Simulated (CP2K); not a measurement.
Consider ethyl trifluoroacetate at its PBE geometry (Å).

```xyz
14

C    -2.3129    0.3672    0.1838
C    -1.1511   -0.4756   -0.2893
O     0.0971    0.2051    0.1044
C     1.2209   -0.4528   -0.2476
O     1.3071   -1.5096   -0.8407
C     2.4578    0.3641    0.2364
F     2.4483    1.6140   -0.3219
F     3.6174   -0.2421   -0.1015
F     2.4462    0.4853    1.5962
H    -3.2512   -0.1247   -0.1082
H    -2.3102    0.4765    1.2755
H    -2.2948    1.3653   -0.2710
H    -1.1332   -0.5973   -1.3804
H    -1.1415   -1.4754    0.1644
```

Method: CP2K XAS_TDP, all-electron GAPW, PBEh(45%), aug-cc-pVDZ, TDA, no relativity.

Question: Where do the O K-edge lines lie, and how strong are they?

Leading lines: O3 530.38 eV and O5 527.20 eV. The leading line of an atom is its first one with 35 % of the strongest within 2.5 eV of its lowest line over the strength cut. 

The first six lines of each atom with a strength over 0.0015:

```
              atom  energy (eV)  states  strength, one atom
O3 (bonded to 2 C)       530.38       1              0.0185
                         532.75       1              0.0302
                         533.37       1              0.0028
                         534.33       1              0.0045
                         534.59       1              0.0048
                         535.10       1              0.0274
  O5 (bonded to C)       527.20       1              0.0419
                         533.74       1              0.0053
                         534.08       1              0.0042
                         534.41       1              0.0086
                         534.74       1              0.0034
                         535.32       1              0.0017
```

Lines are vertical, at one geometry, with no vibrational structure. Without a correction of the core level, line positions, and the gaps between valence and Rydberg lines, follow the share of exact exchange. At this level such K lines come out 3 to 6 eV under measured ones. These values hold no scalar relativity, about 0.4 eV for O 1s. Rydberg lines, and the discretised continuum above threshold, depend on the basis and the box.

[Banner, clock and machine lines of the logs are left out without a mark of their own.]

[Logs are printed without paths, hosts, clocks, repeated set-up lines and the standing remarks that a program may print on its own settings, such as how far it seeks lower states.]

[Hosts, paths, dates, database ids (printed as entryN), source tags and the programs' standing remarks are cut or masked in the printed files.]
